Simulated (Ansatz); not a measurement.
# Quasiparticle gap of InF3 (R-3c), part 2 of 2

Wanted: the gap of InF3 (R-3c) with a many-body correction, and the time that it takes.

Ansatz 0.2.0; LDA, then G0W0 on it, plane waves, PAW. Known limits of the many-body steps: finite bands, screening cutoff and k mesh; no spin-orbit coupling in G0W0; d shells not analysed.

So far. Step 2 (Bands along the symmetry lines): Over mesh and path the gap is 4.013 eV, from k = (0.500, 0.000, 0.500) to k = Γ. The least direct gap found is 4.048 eV, at k = Γ.

In doubt: masses and optical values from hybrid runs of this build are listed as unsure (in some of the runs), which bears on the screening that GW takes from such a start.

### Step 3. The quasiparticle correction

G0W0 replaces the xc potential by a self-energy built once from the orbitals of the start. Levels are corrected in the window of bands that the input names, at points of the mesh.

This step: G0W0 on LDA, plane waves, PAW.

input.yaml reads:

```yaml
crystal:
  lattice:
    - [2.6021411829, 1.5023469124, 4.9075061345]
    - [-2.6021411829, 1.5023469124, 4.9075061345]
    - [0.0, -3.0046938249, 4.9075061345]
  atoms:
    - { symbol: In, position: [0.5, 0.5, 0.5] }
    - { symbol: In, position: [0.0, 0.0, 0.0] }
    - { symbol: F, position: [0.39570922, 0.75, 0.10429078] }
    - { symbol: F, position: [0.75, 0.10429078, 0.39570922] }
    - { symbol: F, position: [0.89570922, 0.60429078, 0.25] }
    - { symbol: F, position: [0.25, 0.89570922, 0.60429078] }
    - { symbol: F, position: [0.60429078, 0.25, 0.89570922] }
    - { symbol: F, position: [0.10429078, 0.39570922, 0.75] }
kpoints:
  mp_grid: { grid: [4, 4, 4] }
hamiltonian:
  xc: lda
scf:
  occupations: { method: fixed }
gw:
  n_empty_bands: 911
  ecut_chi: 230.0
  qp_bands: [v2, c2]
  qp_kpoints: band_edges
  screening: { model: contour_deformation }
```

Started as:

```sh
$ ansatz run input.yaml --threads 3 --pin off --max-ram 92160MiB --backend cuda --events-out ev --progress --plain --runs-dir out --devices 1 --max-vram 13GiB  # rebuilt from the run's record
```

Numbers of over 12 decimals in the logs are rounded to 6 here.

Output:

```text
GPUs: using 1 of 1 available (devices: 1).
[...]
GPU FFT provider: cuFFT
GPU libraries: cuBLAS 13.8.2, cuFFT 12.4.0, cuSOLVER 12.3.4
Crystal: 8 atoms, lattice volume = 115.110 Å³
Basis set: ecut = 420 eV, 2249 PW (Γ)
Bands: 42, of which v1, the nominal top of the filled ones, is band 34 counted from 1 (33 counted from 0)
Symmetry: 12 space group operations
[...]
k-points: 13 of 64
[...]
GPU buffer pool allocated for 64000 grid points (all kernels)
[...]
SCF iter   1: F=—  HF=-15679.967437 eV  |F-HF|=—  |Δ(HF+E_count)|=         —  Δρ=2.04e-2  dr2=3.33e-1  ethr=1.77e-3  ⟨swp⟩=4.8  Hψ=1835  notcnv=0  defer=78
[...]
SCF iter   7: F=-15679.865087 eV  HF=-15679.865087 eV  |F-HF|=1.18e-9  |Δ(HF+E_count)|=   2.60e-8  Δρ=2.15e-6  dr2=7.16e-9  ethr=1.47e-10  ⟨swp⟩=9.2  Hψ=2180  notcnv=0
SCF 1 converged in 7 iterations: F = -15679.865087 eV  dr2 = 7.16e-9
[...]
NSCF: frozen V_eff on 13 k-points
the band table was solved once the SCF had ended and its energy, with any forces and stress, was formed, with the checks that follow a solve (2102 applications of the Hamiltonian). They found nothing against the state; the energy, forces and stress were not computed again (output.eigenvalues in the input reference)
[...]
G₀W₀ screening: q 1/13
[... further progress lines ...]
[...]
SCF converged after 7 iterations
Free energy (F): -15679.865087 eV
[...]
Internal energy: -15679.865087 eV  (E = F + TS)
E sigma→0 (E₀):  -15679.865087 eV
Fermi energy:    1.213487 eV
[...]
--- Band table (eV; the first three rows and the last of 13) ---
  k-point 0: bands = [... 30 lower, 1.0245, 1.0245, 1.1791, 1.1791, 5.2268, 10.6603, 11.6223, 12.7246, ... 4 higher]
  k-point 1: bands = [... 30 lower, 0.9363, 0.9427, 1.0931, 1.1523, 6.0983, 9.6302, 12.1550, 12.2348, ... 4 higher]
  k-point 2: bands = [... 30 lower, 0.9470, 0.9470, 1.0785, 1.0785, 7.8419, 7.8419, 12.2191, 12.2191, ... 4 higher]
  k-point 12: bands = [... 30 lower, 1.0879, 1.0879, 1.0879, 1.0879, 7.6511, 7.6511, 12.9092, 12.9092, ... 4 higher]
--- G₀W₀: contour deformation, 6 samples at zero and on the imaginary axis and 3 off it, 64 q-points, 911 empty bands' worth ---
  eigenvalues of the whole cell's RPA ε∞ on this k-mesh (on a slab, of 1 + 4πα/V) = 2.3823, 2.3823, 2.4606; static W/v taken at q = 0 is 0.415583
  bands read: the sum over 945 bands ends inside a degenerate multiplet in 3 slots, whose members it reads at an even weight; the widest, k=12: bands 943 to 946 (counted from 1) at 3/4 each
  gw.qp_kpoints: band_edges: 13 of 13 stored k-points solved, in 1 pass; an edge of the gap read off the rows below is read off those points alone
    ik  band        ε_KS         Σx   Σc(E_QP)       V_xc       Z   E_QP_lin       E_QP  E_QP is
     0    33      1.1791   -32.3070     5.7802   -24.5867  0.7602    -0.8260    -0.7611  root
     0    34      1.1791   -32.3070     5.7802   -24.5867  0.7602    -0.8260    -0.7611  root
     0    35      5.2268   -11.7178    -3.4289   -16.6205  0.8502     6.7141     6.7005  root
     0    36     10.6603   -15.1560    -4.8750   -22.1692  0.7940    12.8881    12.7984  root
     1    33      1.0931   -31.9567     5.9375   -24.0515  0.7576    -0.9440    -0.8746  root
     1    34      1.1523   -32.1187     5.9129   -24.2422  0.7582    -0.8796    -0.8112  root
     1    35      6.0983   -12.8458    -3.4463   -17.8517  0.8422     7.6749     7.6579  root
     1    36      9.6302   -13.8347    -4.4655   -20.2997  0.8144    11.6883    11.6298  root
     2    33      1.0785   -32.0463     5.8911   -24.1894  0.7585    -0.9560    -0.8872  root
     2    34      1.0785   -32.0463     5.8911   -24.1894  0.7585    -0.9560    -0.8872  root
     2    35      7.8419   -13.4497    -3.8919   -19.1347  0.8307     9.6665     9.6349  root
     2    36      7.8419   -13.4497    -3.8919   -19.1347  0.8307     9.6665     9.6349  root
     3    33      1.0680   -31.9277     5.9343   -24.0237  0.7574    -0.9718    -0.9018  root
     3    34      1.1282   -32.3584     5.5716   -24.8843  0.7632    -0.8344    -0.7743  root
     3    35      6.3246   -13.1384    -3.4597   -18.1809  0.8400     7.9256     7.9073  root
     3    36      9.7639   -14.4680    -4.5189   -21.0205  0.8091    11.8606    11.7975  root
     4    33      1.0659   -32.0646     5.9255   -24.1596  0.7581    -0.9842    -0.9136  root
     4    34      1.1341   -32.1696     5.8315   -24.3882  0.7593    -0.8824    -0.8158  root
     4    35      7.5862   -13.8255    -3.7844   -19.3684  0.8305     9.3736     9.3446  root
     4    36      8.7036   -13.8668    -4.1682   -19.9406  0.8226    10.6521    10.6092  root
     5    33      1.0329   -32.1395     5.7684   -24.4240  0.7599    -0.9807    -0.9141  root
     5    34      1.1671   -32.2580     5.8058   -24.5116  0.7599    -0.8385    -0.7735  root
     5    35      7.1768   -13.4145    -3.6984   -18.8199  0.8347     8.9088     8.8838  root
     5    36      8.8402   -13.8733    -4.2180   -20.0127  0.8216    10.8064    10.7615  root
     6    33      1.0834   -32.8900     5.1029   -25.9601  0.7705    -0.7939    -0.7436  root
     6    34      1.2135   -32.4120     5.7491   -24.7285  0.7610    -0.7845    -0.7209  root
     6    35      7.7684   -14.5936    -3.8331   -20.2244  0.8257     9.5980     9.5661  root
     6    36      9.3229   -14.9010    -4.3757   -21.2778  0.8116    11.3811    11.3240  root
     7    33      1.1573   -32.1939     5.8556   -24.3884  0.7589    -0.8593    -0.7926  root
     7    34      1.1573   -32.1939     5.8556   -24.3884  0.7589    -0.8593    -0.7926  root
     7    35      5.9971   -12.6109    -3.4303   -17.5854  0.8434     7.5579     7.5413  root
     7    36      9.4477   -13.2770    -4.2919   -19.5054  0.8186    11.4371    11.3842  root
     8    33      1.0672   -31.9607     5.9651   -24.0168  0.7574    -0.9823    -0.9115  root
     8    34      1.1018   -32.0922     5.8603   -24.2790  0.7584    -0.9188    -0.8511  root
     8    35      7.0867   -13.4281    -3.6138   -18.7217  0.8349     8.7902     8.7665  root
     8    36      8.8451   -14.0821    -4.1761   -20.1794  0.8197    10.8120    10.7663  root
     9    33      1.0458   -31.9736     5.9557   -24.0290  0.7577    -1.0148    -0.9431  root
     9    34      1.1081   -32.1520     5.8056   -24.3992  0.7593    -0.9057    -0.8391  root
     9    35      7.6411   -13.9288    -3.8150   -19.5174  0.8296     9.4445     9.4146  root
     9    36      8.6755   -13.9882    -4.1144   -19.9969  0.8223    10.6121    10.5698  root
    10    33      1.0513   -32.0143     6.0065   -24.0066  0.7571    -1.0233    -0.9500  root
    10    34      1.0802   -32.0531     5.7929   -24.3205  0.7594    -0.9255    -0.8595  root
    10    35      7.5267   -13.8359    -3.7177   -19.2936  0.8305     9.2947     9.2666  root
    10    36      8.6145   -13.9368    -4.0429   -19.8549  0.8224    10.5309    10.4898  root
    11    33      1.1101   -32.2651     5.7221   -24.6056  0.7609    -0.8921    -0.8273  root
    11    34      1.1101   -32.2651     5.7221   -24.6056  0.7609    -0.8921    -0.8273  root
    11    35      8.3300   -14.2891    -4.0261   -20.1819  0.8232    10.2356    10.1967  root
    11    36      8.3300   -14.2891    -4.0261   -20.1819  0.8232    10.2356    10.1967  root
    12    33      1.0879   -32.0289     5.8411   -24.2488  0.7584    -0.9174    -0.8511  root
    12    34      1.0879   -32.0289     5.8411   -24.2488  0.7584    -0.9174    -0.8511  root
    12    35      7.6511   -13.1858    -3.7615   -18.6925  0.8323     9.4250     9.3962  root
    12    36      7.6511   -13.1858    -3.7615   -18.6925  0.8323     9.4250     9.3962  root
```

Elapsed: 57 s, on 1 × NVIDIA H100 80GB HBM3 (shared by 6 runs) with 3 threads of AMD EPYC 7R13 (Zen 3), shared host; peak memory 3.7 GiB.

This step gave:

* bands summed: 945
* RPA ε∞ on this mesh (eigenvalues): 2.382, 2.382, 2.461
* plane waves in the screening matrix: 919
* q-points in the mesh: 64
* G0W0 gap over the corrected points: 7.421 eV
* k of the valence top: 0, -0.5, -0.5
* k of the conduction bottom: 0, 0, 0
* starting gap on the mesh: 4.013 eV
* Z at the valence top: 0.7610
* Z at the conduction bottom: 0.8502
* least direct G0W0 gap over the corrected points: 7.462 eV

Over all 13 irreducible mesh points the G0W0 gap is 7.421 eV, from k = (0.000, -0.500, -0.500) to k = Γ. The LDA gap of this run on the mesh is 4.013 eV. The two states that bound the G0W0 gap lie that far apart at the start, so the correction of the gap is 7.421 − 4.013 = +3.408 eV. The start of this run differs from the step before in mesh (6×6×6 and 4×4×4).

Labels follow the order of the start: v1 is the top filled band, c1 the lowest empty one; levels that stay degenerate share a row, the window can cut a multiplet, doubted levels are not marked in this list, bands outside the window were not corrected, and the list may be a part of the corrected levels. The levels before and after the correction (eV, zero at the valence-band top of each column):

|  | conduction bottom | valence top |
| --- | --- | --- |
| Kohn-Sham | 4.01 | 0.00 |
| G0W0 | 7.42 | 0.00 |

|  | level | occupation | energy (eV) |
| --- | --- | --- | --- |
| Kohn-Sham | Γ v2-v1 | 2 | -0.034 |
| Kohn-Sham | Γ c1 | 0 | 4.013 |
| Kohn-Sham | Γ c2 | 0 | 9.447 |
| Kohn-Sham | (0 -0.5 -0.5) v2 | 2 | -0.130 |
| Kohn-Sham | (0 -0.5 -0.5) v1 | 2 | 0.000 |
| Kohn-Sham | (0 -0.5 -0.5) c1 | 0 | 6.555 |
| Kohn-Sham | (0 -0.5 -0.5) c2 | 0 | 8.109 |
| G0W0 | Γ v2-v1 | 2 | -0.040 |
| G0W0 | Γ c1 | 0 | 7.421 |
| G0W0 | Γ c2 | 0 | 13.519 |
| G0W0 | (0 -0.5 -0.5) v2 | 2 | -0.023 |
| G0W0 | (0 -0.5 -0.5) v1 | 2 | 0.000 |
| G0W0 | (0 -0.5 -0.5) c1 | 0 | 10.287 |
| G0W0 | (0 -0.5 -0.5) c2 | 0 | 12.045 |

The parts of the quasiparticle energy for the two states that bound the G0W0 gap, in eV on the run's own scale (QP = start + Σx + Σc − Vxc, with Σc at the quasiparticle energy):

| edge | k | band | start | Σx | Σc | Vxc | Z | QP |
| --- | --- | --- | --- | --- | --- | --- | --- | --- |
| valence top | (0.000, -0.500, -0.500) | 34 | 1.214 | −32.412 | 5.749 | −24.729 | 0.761 | −0.721 |
| conduction bottom | Γ | 35 | 5.227 | −11.718 | −3.429 | −16.620 | 0.850 | 6.700 |

### Step 4. Spin-orbit coupling in LDA

This run has two-component orbitals with spin-orbit coupling.

This step: DFT, LDA with spin-orbit coupling, plane waves, PAW.

input.yaml, the sections that differ from step 3:

```yaml
kpoints:
  mp_grid: { grid: [6, 6, 6] }
  band_path:
    path:
      - [0.0, 0.0, 0.0]
      - [0.5, 0.5, 0.5]
      - [0.77085528, 0.22914472, 0.5]
      - [0.5, -0.22914472, 0.22914472]
      - [0.5, 0.0, 0.0]
      - [0.36457236, -0.36457236, 0.0]
      - [0.63542764, 0.0, 0.36457236]
      - [0.5, 0.0, 0.5]
    npoints: 1
scf:
  occupations: { method: fixed }
  n_extra_bands: 12
magnetization:
  noncollinear: true
  spin_orbit: true
output:
  eigenvalues: true
  write_density: true
  write_potential: true
  elf: true
  volumetric_format: npy
# crystal, hamiltonian: as in step 3
# gw: removed
```

Output:

```text
[...]
GPUs: using 1 of 1 available (devices: 1).
[...]
non-collinear run that drives no moment, with spin-orbit: no starting moment large enough to seed its density (crystal.atoms[].spin), no starting occupations that ask for one, no magnetisation constraint and no magnetic field, so the semilocal B_xc is pinned to zero
[...]
GPU FFT provider: cuFFT
GPU libraries: cuBLAS 13.8.2, cuFFT 12.4.0, cuSOLVER 12.3.4
Crystal: 8 atoms, lattice volume = 115.110 Å³
Basis set: ecut = 420 eV, 2249 PW (Γ)
Bands: 80, of which v1, the nominal top of the filled ones, is band 68 counted from 1 (67 counted from 0)
Symmetry: 12 space group operations + 12 with time reversal
[...]
k-points: 32 of 216
Projection manifold: j_resolved (fully-relativistic pseudo-atomic orbitals)
[...]
GPU buffer pool allocated for 64000 grid points (all kernels)
[...]
SCF iter   1: F=—  HF=-15687.853901 eV  |F-HF|=—  |Δ(HF+E_count)|=         —  Δρ=1.15e-1  dr2=1.10e1  dr2_m=0.00e0 (ungated)  ethr=3.10e-3  |M|=0.00e0 ∫|m|=0.00e0 μB  |m|>n=0.0e0 m-floor=0.0e0 τ_xc=0.0e0  β_m=0.30  ⟨swp⟩=4.3  Hψ=5493  notcnv=0  defer=256
[...]
spin=Noncollinear: Resta preconditioning applied to the charge; magnetization (m_x, m_y, m_z) channels mix plain (no charge-response kernel on spin).
SCF iter   2: F=—  HF=-15684.994704 eV  |F-HF|=—  |Δ(HF+E_count)|=    2.86e0  Δρ=5.83e-2  dr2=3.23e0  dr2_m=0.00e0 (ungated)  ethr=3.10e-3  |M|=0.00e0 ∫|m|=0.00e0 μB  |m|>n=0.0e0 m-floor=0.0e0 τ_xc=0.0e0  β_m=0.45  ⟨swp⟩=2.6  Hψ=2457  notcnv=0  defer=256
[...]
SCF iter   8: F=-15683.538199 eV  HF=-15683.538199 eV  |F-HF|=3.07e-8  |Δ(HF+E_count)|=   1.19e-6  Δρ=6.49e-6  dr2=4.85e-8  dr2_m=0.00e0 (ungated)  ethr=1.47e-10  |M|=0.00e0 ∫|m|=0.00e0 μB  |m|>n=0.0e0 m-floor=0.0e0 τ_xc=0.0e0  ⟨swp⟩=11.9  Hψ=5911  notcnv=0
SCF 1 converged in 8 iterations: F = -15683.538199 eV  dr2 = 4.85e-8
[...]
SCF converged after 8 iterations
Magnetization: |M| = 0.0000 μB,  M = (+0.0000, +0.0000, +0.0000) μB
Absolute magnetization: 0.0000 μB (∫|m|)
  site 0: m = (+0.0000, +0.0000, +0.0000) μB, |m| = 0.0000 μB  (R = 0.86 Å)
  site 1: m = (+0.0000, +0.0000, +0.0000) μB, |m| = 0.0000 μB  (R = 0.86 Å)
  site 2: m = (+0.0000, +0.0000, +0.0000) μB, |m| = 0.0000 μB  (R = 0.86 Å)
  site 3: m = (+0.0000, +0.0000, +0.0000) μB, |m| = 0.0000 μB  (R = 0.86 Å)
  site 4: m = (+0.0000, +0.0000, +0.0000) μB, |m| = 0.0000 μB  (R = 0.86 Å)
  site 5: m = (+0.0000, +0.0000, +0.0000) μB, |m| = 0.0000 μB  (R = 0.86 Å)
  site 6: m = (+0.0000, +0.0000, +0.0000) μB, |m| = 0.0000 μB  (R = 0.86 Å)
  site 7: m = (+0.0000, +0.0000, +0.0000) μB, |m| = 0.0000 μB  (R = 0.86 Å)
Free energy (F): -15683.538199 eV
[...]
Internal energy: -15683.538199 eV  (E = F + TS)
E sigma→0 (E₀):  -15683.538199 eV
Fermi energy:    1.214359 eV
[...]
--- Band table (eV; the first three rows and the last of 32) ---
  k-point 0: bands = [... 64 lower, 1.1648, 1.1648, 1.1937, 1.1937, 5.2290, 5.2290, 10.6628, 10.6628, ... 8 higher]
  k-point 1: bands = [... 64 lower, 1.1113, 1.1113, 1.1709, 1.1709, 5.6486, 5.6486, 10.1288, 10.1288, ... 8 higher]
  k-point 2: bands = [... 64 lower, 1.0839, 1.0839, 1.1273, 1.1273, 6.6400, 6.6400, 9.0587, 9.0587, ... 8 higher]
  k-point 31: bands = [... 64 lower, 1.1023, 1.1023, 1.1023, 1.1023, 7.6507, 7.6507, 7.6507, 7.6507, ... 8 higher]
```

Wall time 9.8 s (1 × NVIDIA H100 80GB HBM3 (shared by 6 runs) with 3 threads); peak memory 1.1 GiB.

This step gave:

```
gap                  : 4.015 eV
valence top at       : F
conduction bottom at : Γ
least direct gap     : 4.035 eV
```

Over mesh and listed points the gap is 4.015 eV, from k = (0.500, 0.000, 0.500) to k = Γ. The least direct gap found is 4.035 eV, at k = Γ. LDA+SOC against LDA: 4.015 − 4.013 = +0.002 eV, with the same mesh, set of files (read in its fully relativistic form for the spin-orbit run) and cutoff, and both edges at the same k points. The spin-orbit run sees mesh and listed points alone, so its gap is an upper bound: the coupling can move an edge off these points, and the change over the zone, its sign included where it is small, is not known.

### Step 5. Side by side

Each gap is the least one over the points named; times are wall times on shared hosts, not benchmarks. A G0W0 time includes the run's own self-consistent start. Runs with listed points see these and the mesh alone, so an edge that moves elsewhere is missed. Rows marked * are further runs, not shown as steps, whose inputs differ from the G0W0 step on the same start in the columns given; solver thresholds can differ too. Symmetry makes (0.500, 0.000, 0.500) and (0.000, -0.500, -0.500) one point.

| level | mesh | files, cutoff | bands summed, screening | points | gap (eV) | valence top | conduction bottom | least direct gap (eV) | time |
| --- | --- | --- | --- | --- | --- | --- | --- | --- | --- |
| LDA | 6×6×6 | soft_2 PAW, 420 eV | - | mesh and path | 4.013 | (0.500, 0.000, 0.500) | Γ | 4.048 | 7.5 s |
| LDA+SOC | 6×6×6 | soft_2 PAW, 420 eV | - | mesh and listed points | 4.015 | (0.500, 0.000, 0.500) | Γ | 4.035 | 9.8 s |
| G0W0@LDA* | 4×4×4 | soft_2 PAW, 420 eV | 183, 69 eV | all 13 irreducible mesh points | 7.371 | (0.000, -0.500, -0.500) | Γ | 7.452 | 29 s |
| G0W0@LDA* | 4×4×4 | soft_2 PAW, 420 eV | 457, 138 eV | all 13 irreducible mesh points | 7.308 | (0.000, -0.500, -0.500) | Γ | 7.351 | 54 s |
| G0W0@LDA | 4×4×4 | soft_2 PAW, 420 eV | 945, 230 eV | all 13 irreducible mesh points | 7.421 | (0.000, -0.500, -0.500) | Γ | 7.462 | 57 s |
| G0W0@LDA* | 4×4×4 | soft_2 PAW, 420 eV | 945, 230 eV, plasmon pole | all 13 irreducible mesh points | 7.473 | (0.000, -0.500, -0.500) | Γ | 7.525 | 2.1 min |

### Step 6. Outcome

| Property | Result |
| --- | --- |
| LDA gap over mesh and path | 4.013 eV, from k = (0.500, 0.000, 0.500) to k = Γ |
| G0W0@LDA gap over all 13 irreducible mesh points | 7.421 eV, from k = (0.000, -0.500, -0.500) to k = Γ |
| LDA+SOC gap over mesh and listed points | 4.015 eV |
| GW settings | 4×4×4 mesh, 911 empty bands, screening to 230 eV |
| known limits | finite bands, screening cutoff and k mesh; no spin-orbit coupling in G0W0; d shells not analysed |

Over all 13 irreducible mesh points the G0W0 gap is 7.421 eV, from k = (0.000, -0.500, -0.500) to k = Γ. The LDA gap of this run on the mesh is 4.013 eV. The two states that bound the G0W0 gap lie that far apart at the start, so the correction of the gap is 7.421 − 4.013 = +3.408 eV. The valence state moves by −0.721 − 1.214 = −1.935 eV and the conduction state by 6.700 − 5.227 = +1.473 eV, on the run's own scale; with 183 bands the edge states move by −1.499 and +1.729 eV, so the split between the edges depends on the bands and cutoff. Both edges that LDA shows over mesh and path lie at k points where levels were corrected. Levels at other points were not corrected, so a lower G0W0 gap elsewhere in the zone is not ruled out. From 183 bands and 69 eV to 945 bands and 230 eV the gap moves by 7.421 − 7.371 = +0.050 eV (rung by rung 7.371, 7.308, 7.421 eV); bands and screening cutoff rise together, so their parts are not told apart. The states that bound the gap change along the series, so no limit is drawn and it is not known. With the plasmon pole model in place of the contour deformation model and all else as in the G0W0@LDA row with 945 bands, the gap differs by 7.473 − 7.421 = +0.052 eV. G0W0 on other starts in this series, not shown as steps and not all at these settings: 7.995 eV on r2SCAN (4×4×4, soft_2 PAW, 945 bands, 230 eV) and 8.572 eV on HSE06 (4×4×4, soft_2 PAW, 945 bands, 230 eV). LDA+SOC against LDA: 4.015 − 4.013 = +0.002 eV, with the same mesh, set of files (read in its fully relativistic form for the spin-orbit run) and cutoff, and both edges at the same k points. The spin-orbit run sees mesh and listed points alone, so its gap is an upper bound: the coupling can move an edge off these points, and the change over the zone, its sign included where it is small, is not known. What spin-orbit coupling does to the G0W0 levels was not computed, so no sum with the G0W0 gap is formed. The G0W0 runs are scalar-relativistic. One-shot GW is known to converge slowly in bands for compounds with shallow d shells. The cell holds In; the filling of the d shell and its place against the gap were not analysed here. No pair of G0W0 runs that differ in the mesh alone is shown (4×4×4 is a supercell whose nearest images lie 21 Å apart), so the error from the mesh is not known here. G0W0@LDA runs of this series with other atomic data on the same mesh, not shown as steps, give 7.541 eV (hard PAW, 1050 eV, 1393 bands, screening to 299 eV); where bands and cutoffs differ too, the part of the files is not isolated.

[Paths, hosts, dates, memory and timing lines, banners, echoed tables and standing remarks are left out of the program output.]

[Logs are printed without paths, hosts, clocks, repeated set-up lines and the standing remarks that a program may print on its own settings, such as how far it seeks lower states.]

[Runs of the session that timed out or met a known fault of the program may be left out.]

[Cells called generated may have been cut or substituted from an entry of the Crystallography Open Database or the Materials Project.]

[Hosts, paths, dates, database ids (printed as entryN), source tags and the programs' standing remarks are cut or masked in the printed files.]

[Where an RPA ε∞ is given, it is that of the G0W0 mesh and is not shown converged in it. Names of k-points follow the symmetry that the program found, which can be lower than the space group named. Band edges on a path are those of the sampled points; other points can move an edge, and change direct to indirect where valleys lie close.]

[Hybrid gaps are those of their k-mesh and are not shown converged in it.]
